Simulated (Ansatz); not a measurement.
# PbO2 (PbO2, Fm-3m): following an unstable mode, part 2 of 2

Aim: this structure of PbO2 (PbO2, Fm-3m) is to be tested for unstable modes, and one is followed downhill.

Ansatz 0.2.0; DFT PBEsol, scalar-relativistic, plane waves, PAW; PAW set soft_1.

So far, highest frequency on the path or at a solved wavevector (cm⁻¹): step 2 (the dispersion) 539. Also lowest frequency on the path (cm⁻¹): step 2 -229.

The database entry behind the starting cell lists a pressure of 16.0 GPa, so it need not match the best structure at ambient conditions.

**4. The mode frozen in, largest atomic shift 0.22 Å**

The atoms are moved along the unstable eigenvector, the largest shift by 0.22 Å, with the cell fixed.

input.yaml

```yaml
crystal:
  lattice:
    - [0.0, -2.6644545098, -2.6644545098]
    - [0.0, 2.6644545098, -2.6644545098]
    - [5.3289090196, 0.0, 0.0]
  atoms:
    - { symbol: Pb, position: [0.5, 0.5, 0.5] }
    - { symbol: Pb, position: [0.0, 0.0, 0.0] }
    - { symbol: O, position: [0.0, 0.5, 0.7912842477] }
    - { symbol: O, position: [0.5, 0.0, 0.2087157523] }
    - { symbol: O, position: [1.0, 0.5, 0.2912842477] }
    - { symbol: O, position: [0.5, 0.0, 0.7087157523] }
kpoints:
  mp_grid: { grid: [10, 10, 8] }
hamiltonian:
  xc: pbesol
  pseudopotentials: { kind: paw, azcp: { folder: soft_1 }, xc_functional: pbe }
scf:
  occupations: { method: methfessel_paxton, width: 0.2 }
output:
  forces: true
  stress: true
  eigenvalues: true
```

Run with:

```sh
$ ansatz run input.yaml --threads 4 --pin off --max-ram 10240MiB --backend cpu --events-out ev --progress --plain --runs-dir out
```

Numbers of over 12 decimals in the logs are rounded to 6 here.

Log:

```text
[...]
Crystal: 6 atoms, lattice volume = 75.663 Å³
Basis set: ecut = 420 eV, 1465 PW (Γ), exchange–correlation on 54×54×72 points (8 copies of the dense FFT grid, shifted against one another)
Bands: 32, of which v1, the nominal top of the filled ones, is band 26 counted from 1 (25 counted from 0)
Symmetry: 16 space group operations
[...]
k-points: 105 of 800
[...]
k-point 0: bands = [... 22 lower, 8.6990, 9.3075, 9.8439, 9.8439, 9.9916, 12.0729, 16.6904, 17.2254, ... 2 higher]
  k-point 1: bands = [... 22 lower, 8.8644, 9.7239, 9.8338, 9.8338, 9.9155, 12.0626, 16.4647, 16.9785, ... 2 higher]
  k-point 2: bands = [... 22 lower, 9.0695, 9.6417, 9.7986, 9.7986, 10.4351, 12.0100, 16.0476, 16.4659, ... 2 higher]
  k-point 104: bands = [... 22 lower, 9.5874, 9.5874, 10.0310, 10.0310, 13.2658, 13.2658, 19.1106, 19.1106, ... 2 higher]
[key lines of the parts left out:]
SCF converged after 8 iterations
Free energy (F): -25752.387328 eV
Fermi energy:    10.084492 eV
P = ⅓ Tr σ = 1.8338 GPa (18.338 kbar)
```

Run time: 4.2 s. Hardware: 4 threads of Arm Neoverse V1, shared host; peak memory 0.47 GiB.

This step gave:

* pressure: 1.834 GPa
* energy from the undistorted cell: -28.16 meV/atom

The energy, extrapolated to zero smearing, is -28.16 meV/atom against the undistorted cell.

The run ends at a pressure of 1.83 GPa, with forces up to 0.14 eV/Å.

**5. Energy along the mode, all amplitudes (two of the runs are shown above)**

An imaginary frequency means negative curvature, so the energy should fall and then rise again as anharmonic terms take over.

Numbers from this step:

| Quantity | Value |
| --- | --- |
| depth at the lowest point sampled | 28.16 meV/atom |
| largest atomic shift at that point | 0.22 Å |

The energy from the parent by largest atomic shift:

```tsv
largest atomic shift (Å)	energy from the parent (meV/atom)
0.000	0
0.040	-1.62
0.080	-6.13
0.140	-16.2
0.220	-28.2
0.320	-24.7
0.450	32.9
```

Displacement at unit largest shift by atom:

```tsv
atom	x (Å)	y (Å)	z (Å)	size
Pb1	0.00	0.00	0.00	0.00
Pb2	0.00	0.00	0.00	0.00
O3	1.00	0.00	0.00	1.00
O4	-1.00	0.00	0.00	1.00
O5	1.00	0.00	0.00	1.00
O6	-1.00	0.00	0.00	1.00
```

The lowest of the steps tried is at 0.22 Å, 28.2 meV/atom below the parent; the bottom of the well need not coincide with a step.

**6. Relaxation from the frozen mode**

Starting from the lowest point found, all atoms and the cell are let go, so that strain and other modes of the same symmetry can join in.

Changes to input.yaml since step 4:

```diff
@@ -23 +23,6 @@
   eigenvalues: true
+relax:
+  adjacent_minimum: "off"
+  f_tol: 0.002
+  max_steps: 120
+  cell: { stress_tol: 0.03 }
```

Log:

```text
[...]
Crystal: 6 atoms, lattice volume = 75.663 Å³
Basis set: ecut = 420 eV, 1465 PW (Γ), exchange–correlation on 54×54×72 points (8 copies of the dense FFT grid, shifted against one another)
Bands: 32, of which v1, the nominal top of the filled ones, is band 26 counted from 1 (25 counted from 0)
Symmetry: 16 space group operations
[...]
k-points: 105 of 800
[...]
SCF iter   1: F=—  HF=-25753.114489 eV  |F-HF|=—  |Δ(HF+E_count)|=         —  Δρ=7.01e-2  dr2=3.06e0  ethr=3.10e-3  ⟨swp⟩=6.2  Hψ=14395  notcnv=0
[...]
SCF iter   8: F=-25752.387328 eV  HF=-25752.387328 eV  |F-HF|=5.21e-9  |Δ(HF+E_count)|=   7.26e-7  S|Δr|=    0.00e0  Δρ=3.88e-6  dr2=6.26e-9  ethr=1.92e-10  ⟨swp⟩=12.8  Hψ=20123  notcnv=0
SCF 1 converged in 8 iterations: F = -25752.387328 eV  dr2 = 6.26e-9
[...]
relax step   1: F+E_penalty+E_count = -25752.38732836 eV  Δ(F+E_penalty+E_count) = +0.000e0 eV  max|allowed force component| = 1.412e-1 eV/Å  Δτ_max = 0.0000 Å  P = +1.834 GPa  Ω = 75.663 Å³  (8 SCF iters, dr2 threshold 1.00e-7 eV, accepted)
Crystal: 6 atoms, lattice volume = 77.222 Å³
Basis set: ecut = 420 eV, 1507 PW (Γ), exchange–correlation on 54×54×72 points (8 copies of the dense FFT grid, shifted against one another)
[...]
SCF iter   6: F=-25752.426595 eV  HF=-25752.426595 eV  |F-HF|=5.69e-9  |Δ(HF+E_count)|=   4.00e-7  S|Δr|=    0.00e0  Δρ=5.44e-6  dr2=1.13e-8  ethr=1.15e-9  ⟨swp⟩=8.8  Hψ=17913  notcnv=0
SCF 2 converged in 6 iterations: F = -25752.426595 eV  dr2 = 1.13e-8
relax step   2: F+E_penalty+E_count = -25752.42659476 eV  Δ(F+E_penalty+E_count) = -3.927e-2 eV  max|allowed force component| = 3.649e-1 eV/Å  Δτ_max = 0.0163 Å  P = -0.648 GPa  Ω = 77.222 Å³  energy of the carried Pulay correction = -3.950e-3 eV  (6 SCF iters, dr2 threshold 6.00e-7 eV, accepted)
Crystal: 6 atoms, lattice volume = 77.335 Å³
[...]
SCF iter   6: F=-25752.462554 eV  HF=-25752.462554 eV  |F-HF|=1.93e-8  |Δ(HF+E_count)|=   3.79e-7  S|Δr|=    0.00e0  Δρ=7.43e-6  dr2=2.27e-8  ethr=1.15e-9  ⟨swp⟩=8.5  Hψ=17454  notcnv=0
SCF 3 converged in 6 iterations: F = -25752.462554 eV  dr2 = 2.27e-8
relax step   3: F+E_penalty+E_count = -25752.46255428 eV  Δ(F+E_penalty+E_count) = -3.596e-2 eV  max|allowed force component| = 2.282e-1 eV/Å  Δτ_max = 0.0189 Å  P = -0.622 GPa  Ω = 77.335 Å³  energy of the carried Pulay correction = -4.233e-3 eV  (6 SCF iters, dr2 threshold 6.00e-7 eV, accepted)
[... from here on, the SCF cycles and remarks between the steps are left out ...]
relax step   4: F+E_penalty+E_count = -25752.47569078 eV  Δ(F+E_penalty+E_count) = -1.314e-2 eV  max|allowed force component| = 6.266e-2 eV/Å  Δτ_max = 0.0514 Å  P = +3.286 GPa  Ω = 76.173 Å³  energy of the carried Pulay correction = -1.302e-3 eV  (6 SCF iters, dr2 threshold 6.00e-7 eV, accepted)
relax step   5: F+E_penalty+E_count = -25752.48679009 eV  Δ(F+E_penalty+E_count) = -1.110e-2 eV  max|allowed force component| = 9.527e-3 eV/Å  Δτ_max = 0.0033 Å  P = -0.179 GPa  Ω = 77.859 Å³  energy of the carried Pulay correction = -5.541e-3 eV  (5 SCF iters, dr2 threshold 6.00e-7 eV, accepted)
relax step   6: F+E_penalty+E_count = -25752.48755700 eV  Δ(F+E_penalty+E_count) = -7.669e-4 eV  max|allowed force component| = 3.206e-3 eV/Å  Δτ_max = 0.0023 Å  P = +0.003 GPa  Ω = 77.845 Å³  energy of the carried Pulay correction = -5.506e-3 eV  (5 SCF iters, dr2 threshold 6.00e-7 eV, accepted)
relax step   7: F+E_penalty+E_count = -25752.48764830 eV  Δ(F+E_penalty+E_count) = -9.130e-5 eV  max|allowed force component| = 1.913e-4 eV/Å  Δτ_max = 0.0012 Å  P = +0.000 GPa  Ω = 77.821 Å³  energy of the carried Pulay correction = -5.446e-3 eV  (4 SCF iters, dr2 threshold 1.92e-8 eV, accepted)
relax step   8: F+E_penalty+E_count = -25752.49832687 eV  Δ(F+E_penalty+E_count) = -1.068e-2 eV  max|allowed force component| = 1.058e-3 eV/Å  Δτ_max = 0.0000 Å  P = +0.221 GPa  Ω = 77.821 Å³  stress off target by 5.13e-1 GPa  SCF on the basis re-selected at this cell (its energy is not comparable with the rows above)  (7 SCF iters)
relax step   9: F+E_penalty+E_count = -25752.49826496 eV  Δ(F+E_penalty+E_count) = +6.192e-5 eV  max|allowed force component| = 9.455e-4 eV/Å  Δτ_max = 0.0032 Å  P = +0.018 GPa  Ω = 78.007 Å³  energy of the carried Pulay correction = -4.591e-4 eV  (5 SCF iters, dr2 threshold 6.00e-7 eV, accepted)
relax step  10: F+E_penalty+E_count = -25752.49822127 eV  Δ(F+E_penalty+E_count) = +4.369e-5 eV  max|allowed force component| = 1.200e-4 eV/Å  Δτ_max = 0.0005 Å  P = +0.001 GPa  Ω = 78.025 Å³  energy of the carried Pulay correction = -5.060e-4 eV  (5 SCF iters, dr2 threshold 3.19e-9 eV, accepted)
[...]
SCF iter   5: F=-25752.498720 eV  HF=-25752.498720 eV  |F-HF|=0.00e0  |Δ(HF+E_count)|=  1.46e-11  S|Δr|=    0.00e0  Δρ=3.63e-8  dr2=1.10e-12  ethr=1.00e-12  ⟨swp⟩=9.6  Hψ=20353  notcnv=0
SCF 11 converged in 5 iterations: F = -25752.498720 eV  dr2 = 1.10e-12
relax step  11: F+E_penalty+E_count = -25752.49872034 eV  Δ(F+E_penalty+E_count) = -4.991e-4 eV  max|allowed force component| = 5.782e-5 eV/Å  Δτ_max = 0.0000 Å  P = +0.003 GPa  Ω = 78.025 Å³  stress off target by 1.83e-2 GPa  SCF on the basis re-selected at this cell (its energy is not comparable with the rows above)  (5 SCF iters)
[...]
SCF converged after 5 iterations
[...]
Free energy (F): -25752.498720 eV
[...]
Internal energy: -25752.513583 eV  (E = F + TS)
E sigma→0 (E₀):  -25752.502436 eV
Entropy (-TS):   0.014863 eV (2.477 meV/atom)
Fermi energy:    9.372704 eV
[...]
--- Forces (eV/Å), atoms counted from 1 ---
  atom   1  Pb     0.00000000     0.00000000    -0.00000000
  atom   2  Pb    -0.00000000     0.00000000    -0.00000000
  atom   3  O     -0.00005782     0.00000000     0.00000000
  atom   4  O      0.00005782    -0.00000000    -0.00000000
  atom   5  O     -0.00005782     0.00000000    -0.00000000
  atom   6  O      0.00005782    -0.00000000     0.00000000
  max |Σ_I F_I| component: 1.39e-17 eV/Å
--- Stress (GPa, compression-positive) ---
        0.018301      -0.000000       0.000000
       -0.000000      -0.004722      -0.000000
        0.000000      -0.000000      -0.004722
  P = ⅓ Tr σ = 0.0030 GPa (0.030 kbar)
--- Band table (eV; the first three rows and the last of 105) ---
  k-point 0: bands = [... 22 lower, 8.0267, 8.6498, 9.1709, 9.2141, 9.2141, 11.7998, 16.2139, 16.6518, ... 2 higher]
  k-point 1: bands = [... 22 lower, 8.2469, 8.9293, 9.2178, 9.2178, 9.2269, 11.7700, 16.0373, 16.4690, ... 2 higher]
  k-point 2: bands = [... 22 lower, 8.4591, 8.8191, 9.2237, 9.2237, 9.8298, 11.6608, 15.7088, 16.0750, ... 2 higher]
  k-point 104: bands = [... 22 lower, 8.9323, 8.9323, 9.2858, 9.2858, 12.8656, 12.8656, 18.2630, 18.2630, ... 2 higher]
--- Relaxed structure (9 steps of the walk, 9 accepted, 2 SCFs on fresh bases) ---
  F+E_penalty+E_count = -25752.49872034 eV   max|allowed force component| = 5.782e-5 eV/Å   (the final SCF, on the basis selected at the relaxed cell)
  cell:  # Å, volume = 78.0252 Å³
    - [0, -2.637799, -2.637799]
    - [0, 2.637799, -2.637799]
    - [5.606880, 0, 0.0]
  atoms:
    - { symbol: Pb, position: [0.5, 0.5, 0.5] }
    - { symbol: Pb, position: [0, 0, 0] }
    - { symbol: O, position: [0.0, 0.5, 0.809055] }
    - { symbol: O, position: [0.5, 0.0, 0.190945] }
    - { symbol: O, position: [1.000000, 0.500000, 0.309055] }
    - { symbol: O, position: [0.5, 0.0, 0.690945] }
```

It took 48 s on 4 threads; peak memory 0.52 GiB; 3.1 min of CPU time.

The steps of the relaxation:

```tsv
step	energy less that of the first step (eV)	largest force component (eV/Å)	pressure (GPa)	volume (Å³)
1	0.0000	0.1412	1.83	75.66
2	-0.0393	0.3649	-0.65	77.22
3	-0.0752	0.2282	-0.62	77.33
4	-0.0884	0.0627	3.29	76.17
5	-0.0995	0.0095	-0.18	77.86
6	-0.1002	0.0032	0.00	77.84
7	-0.1003	0.0002	0.00	77.82
8*	-0.1110	0.0011	0.22	77.82
9	-0.1109	0.0009	0.02	78.01
10	-0.1109	0.0001	0.00	78.03
11*	-0.1114	0.0001	0.00	78.03
```

Relaxation steps marked * repeat the geometry before them on a plane-wave basis chosen anew for their cell, so energy and pressure can jump there.

The run keeps the 16 symmetry operations that it works with, so distortions that break them were not tested.

```tsv
conventional cell, symmetrised	before	after	change
a (Å)	3.768	3.730	-1.0 %
b (Å)	3.768	3.730	-1.0 %
c (Å)	5.329	5.607	+5.2 %
volume (Å³/atom)	12.61	13.00	+3.1 %
```

The atoms that moved most (Å, as changes of fractional coordinates times the final cell):

```tsv
atom	dx	dy	dz	length
O3	0.100	0.000	0.000	0.100
O6	-0.100	0.000	0.000	0.100
O4	-0.100	0.000	0.000	0.100
O5	0.100	0.000	0.000	0.100
```

The relaxed structure:

```xyz
6
Lattice="0.0000 -2.6378 -2.6378 0.0000 2.6378 -2.6378 5.6069 0.0000 0.0000" Properties=species:S:1:pos:R:3 pbc="T T T"
Pb    2.8034    0.0000   -2.6378
Pb    0.0000    0.0000    0.0000
O     4.5363    1.3189   -1.3189
O     1.0706   -1.3189   -1.3189
O     1.7328   -1.3189   -3.9567
O     3.8740   -1.3189   -1.3189
```

Numbers from this step:

| Quantity | Value |
| --- | --- |
| pressure | 0.002952 GPa |
| volume per atom | 13.00 Å³ |

The distorted start has space group P4_2/nmc; the relaxation ends in P4_2/nmc.

**7. The new phase in its own primitive cell**

The relaxed structure is symmetrised, reduced to its primitive cell and relaxed tightly, as its phonons need.

input.yaml, the sections that differ from step 6:

```yaml
crystal:
  lattice:
    - [3.7304113364, 0.0, 0.0]
    - [0.0, 3.7304113364, 0.0]
    - [0.0, 0.0, 5.6068800829]
  atoms:
    - { symbol: Pb, position: [0.5, 0.5, 0.5] }
    - { symbol: Pb, position: [0.0, 0.0, 0.0] }
    - { symbol: O, position: [0.0, 0.5, 0.8090548163] }
    - { symbol: O, position: [0.5, 0.0, 0.1909451837] }
    - { symbol: O, position: [0.0, 0.5, 0.3090548163] }
    - { symbol: O, position: [0.5, 0.0, 0.6909451837] }
kpoints:
  mp_grid: { grid: [10, 10, 6] }
relax:
  adjacent_minimum: "off"
  f_tol: 0.001
  max_steps: 60
  cell: { stress_tol: 0.01 }
# hamiltonian, scf, output: as in step 6
```

Log:

```text
[...]
Crystal: 6 atoms, lattice volume = 78.025 Å³
Basis set: ecut = 420 eV, 1539 PW (Γ), exchange–correlation on 50×50×80 points (8 copies of the dense FFT grid, shifted against one another)
Bands: 32, of which v1, the nominal top of the filled ones, is band 26 counted from 1 (25 counted from 0)
Symmetry: 16 space group operations
[...]
k-points: 84 of 600
[...]
--- Relaxed structure (3 steps of the walk, 3 accepted, 1 SCFs on fresh bases) ---
[...]
cell:  # Å, volume = 78.0306 Å³
    - [3.730261, 0, 0]
    - [0, 3.730261, 0]
    - [0, 0, 5.607719]
  atoms:
    - { symbol: Pb, position: [0.5, 0.5, 0.5] }
    - { symbol: Pb, position: [0, 0, 0] }
    - { symbol: O, position: [0, 0.5, 0.809111] }
    - { symbol: O, position: [0.5, 0.0, 0.190889] }
    - { symbol: O, position: [0, 0.5, 0.309111] }
    - { symbol: O, position: [0.5, 0, 0.690889] }
[key lines of the parts left out:]
SCF converged after 6 iterations
Free energy (F): -25752.498387 eV
Fermi energy:    9.372434 eV
P = ⅓ Tr σ = 0.0025 GPa (0.025 kbar)
```

The job ended after 14 s (4 threads; peak memory 0.49 GiB).

Little changed from the start: no atom moved by 0.005 Å and no cell edge by 0.1 %.

Numbers from this step:

```yaml
pressure: 0.002483 GPa
volume_per_atom: 13.01 Å³
```

The largest force component left is 0.23 meV/Å and the pressure is 0.002 GPa, within the tolerances set. The cell now holds 13.01 Å³/atom.

**8. Modes of the new phase, k-mesh 10×10×6**

A relaxed structure may still be a saddle point, so its zone-centre modes are computed. No field response is asked, since the mesh shows no gap.

input.yaml, the sections that differ from step 7:

```yaml
crystal:
  lattice:
    - [3.7302613822, 0.0, 0.0]
    - [0.0, 3.7302613822, 0.0]
    - [0.0, 0.0, 5.6077187365]
  atoms:
    - { symbol: Pb, position: [0.5, 0.5, 0.5] }
    - { symbol: Pb, position: [0.0, 0.0, 0.0] }
    - { symbol: O, position: [0.0, 0.5, 0.8091112501] }
    - { symbol: O, position: [0.5, 0.0, 0.1908887499] }
    - { symbol: O, position: [0.0, 0.5, 0.3091112501] }
    - { symbol: O, position: [0.5, 0.0, 0.6908887499] }
output:
  eigenvalues: true
phonons:
  method: dfpt
# kpoints, hamiltonian, scf: as in step 7
# relax: removed
```

Log:

```text
zone centre: on kpoints.mp_grid the ground state, and the responses unless they are solved on pairs of k-points, stand on 144 of the mesh's 600 k-points, reduced under 4 symmetry operations, with k and −k counted as one. Each operation leaves every solved displacement unchanged or reverses it
[...]
Crystal: 6 atoms, lattice volume = 78.031 Å³
Basis set: ecut = 420 eV, 1539 PW (Γ), exchange–correlation on 60×60×80 points (8 copies of the dense FFT grid, shifted against one another)
Bands: 32, of which v1, the nominal top of the filled ones, is band 26 counted from 1 (25 counted from 0)
Symmetry: 16 space group operations
k-points: 144 of 600 (irreducible under 4 space group operations, time reversal used)
[...]
SCF iter   1: F=—  HF=-25753.187831 eV  |F-HF|=—  |Δ(HF+E_count)|=         —  Δρ=6.94e-2  dr2=2.94e0  ethr=3.10e-3  ⟨swp⟩=6.1  Hψ=19736  notcnv=0
[...]
SCF iter  12: F=-25752.498387 eV  HF=-25752.498387 eV  |F-HF|=3.64e-12  |Δ(HF+E_count)|=  1.82e-11  S|Δr|=    0.00e0  Δρ=4.75e-8  dr2=1.67e-12  ethr=1.00e-12  ⟨swp⟩=14.1  Hψ=30417  notcnv=0
SCF 1 converged in 12 iterations: F = -25752.498387 eV  dr2 = 1.67e-12
[...]
DFPT response loops at Γ: preconditioner auto → Kerker (q_TF=auto, 2.550 Å⁻¹) (partly filled bands, converged f_vac=0.042); β = 1.00, the filter's whole step (`scf.mixing.beta` (0.50) is not read by the response loops under this deck's `scf.mixing.preconditioner`; to damp them name `kerker` or `kerker_dos`, under which they read `scf.mixing.beta`, and type it under 1.00, their step now; both keys bind the ground state too); Broyden in place of MSR1
SCF converged after 12 iterations
[...]
Free energy (F): -25752.498387 eV
[...]
Internal energy: -25752.513034 eV  (E = F + TS)
E sigma→0 (E₀):  -25752.502049 eV
Entropy (-TS):   0.014647 eV (2.441 meV/atom)
Fermi energy:    9.372434 eV
[...]
--- Band table (eV; the first three rows and the last of 144) ---
  k-point 0: bands = [... 22 lower, 8.0248, 8.6485, 9.1689, 9.2129, 9.2129, 11.7994, 16.2130, 16.6504, ... 2 higher]
  k-point 1: bands = [... 22 lower, 8.3249, 8.9362, 9.2187, 9.2187, 9.3876, 11.7435, 15.9283, 16.3471, ... 2 higher]
  k-point 2: bands = [... 22 lower, 8.5536, 8.6369, 9.2241, 9.2241, 10.2750, 11.5212, 15.5377, 15.8116, ... 2 higher]
  k-point 143: bands = [... 22 lower, 8.9308, 8.9308, 9.2839, 9.2839, 12.8655, 12.8655, 18.2610, 18.2610, ... 2 higher]
--- Phonons (Γ-DFPT): 5 representative perturbations + reference, on 144 of 600 k-points (Σ response iterations 18) ---
  k mesh reduced under 4 symmetry operations, with k and −k counted as one. Each operation leaves every solved displacement unchanged or reverses it
  ASR residual: 3.165e-5 → 0.000e0 eV/Å²; symmetrization residual: 7.436e-6 eV/Å²
  ASR residual per site (eV/Å²): 3.17e-5 3.17e-5 3.14e-5 3.14e-5 3.14e-5 3.14e-5
  Γ frequencies (cm⁻¹): 0.00 0.00 0.00 47.42 47.42 87.66 87.66 144.41 254.65 307.49 307.49 309.53 446.44 446.44 466.68 482.78 583.20 583.20
  non-analytic LO–TO correction: not included (Born effective charges unavailable; polar crystals: no LO–TO splitting at Γ)
```

Elapsed: 67 s, on 4 threads; peak memory 1.4 GiB; 4.2 min of CPU time.

This step gave:

```yaml
sum_rule_residual_before_enforcement: 3.17e-5 eV/Å²
point_group: 4/mmm
highest_optical_mode_at_the_zone_centre_no_lo_to_term: 583.2 cm⁻¹
lowest_optical_zone_centre_mode: 47.42 cm⁻¹
```

Patterns of degenerate modes are one choice out of their space. Modes at Γ, with each element's share of the kinetic energy:

```tsv
mode	frequency (cm⁻¹)	symmetry	Pb %	O %
1	0.0	acoustic	87	13
2	0.0	acoustic	87	13
3	0.0	acoustic	87	13
4	47.4	Eu	6	94
5	47.4	Eu	6	94
6	87.7	Eg	98	2
7	87.7	Eg	98	2
8	144.4	B1g	95	5
9	254.7	A2u	13	87
10	307.5	Eg	0	100
11	307.5	Eg	0	100
12	309.5	A1g	0	100
13	446.4	Eu	7	93
14	446.4	Eu	7	93
15	466.7	B1g	5	95
16	482.8	B2u	0	100
17	583.2	Eg	2	98
18	583.2	Eg	2	98
```

Displacements in mode 4 (47.4 cm⁻¹), the largest set to 1:
```
Pb1 -0.07  0.00  0.00
Pb2 -0.07  0.00  0.00
O3   1.00  0.00  0.00
O4  -0.05 -0.02  0.00
O5  -0.05 -0.02  0.00
O6   1.00  0.00  0.00
```

Displacements in mode 17 (583.2 cm⁻¹), the largest set to 1:
```
Pb1  0.04  0.00  0.00
Pb2 -0.04  0.00  0.00
O3  -0.06  0.00  0.00
O4   1.00  0.00  0.00
O5  -1.00  0.00  0.00
O6   0.06  0.00  0.00
```

Before it was imposed, the acoustic sum rule was missed by 3.2e-5 eV/Å². Small misses are needed for a sound result but don't prove that mesh and cutoff are converged. The lowest optical mode is real, 47.4 cm⁻¹.

**9. Summary of results**

```yaml
unstable_mode_of_the_parent: q = (0, -0.5, -0.5), 229i cm⁻¹
depth_at_the_lowest_point_sampled: 28.2 meV/atom
largest_atomic_shift_at_that_point: 0.22 Å
space_group_reached_within_0p01_a: P4_2/nmc
energy_gained_over_the_parent_first_relaxation_on_the_mesh_of_the_frozen_mode: 46.9 meV/atom
volume_per_atom_phase_reached: 13.0 Å³
lowest_optical_zone_centre_mode_phase_reached: 47.4 cm⁻¹
highest_optical_mode_at_the_zone_centre_no_lo_to_term_phase_reached: 583 cm⁻¹
```

In words: Along this mode the structure falls into P4_2/nmc, 46.9 meV/atom below the parent. At the parent's cell the well is 28.16 meV/atom deep on the steps tried, with its lowest point at a shift of 0.22 Å. Relaxing atoms and cell changes the gain by +18.69 meV/atom against the lowest step (energies at zero smearing). The new phase has no imaginary mode at the zone centre of its cell; other wavevectors were not checked. Of the 2 patterns followed to their end from this parent, this one reaches the lowest energy. Each path keeps the symmetry of its pattern, so a lower phase may lie along a pattern not tried. With no gap, or one that is small against the smearing, the frequencies hang on the k mesh and the smearing, most of all near Kohn anomalies. A semilocal functional can close a gap that the real compound would have, so the metallic treatment may be an artefact of the level. Spin-orbit coupling is left out, which can matter for the heavy elements here. The PAW files were made for PBE and serve the other functionals too.

[Logs are printed without paths, hosts, clocks, repeated set-up lines and the standing remarks that a program may print on its own settings, such as how far it seeks lower states.]

[Hosts, paths, dates, database ids (printed as entryN), source tags and the programs' standing remarks are cut or masked in the printed files.]
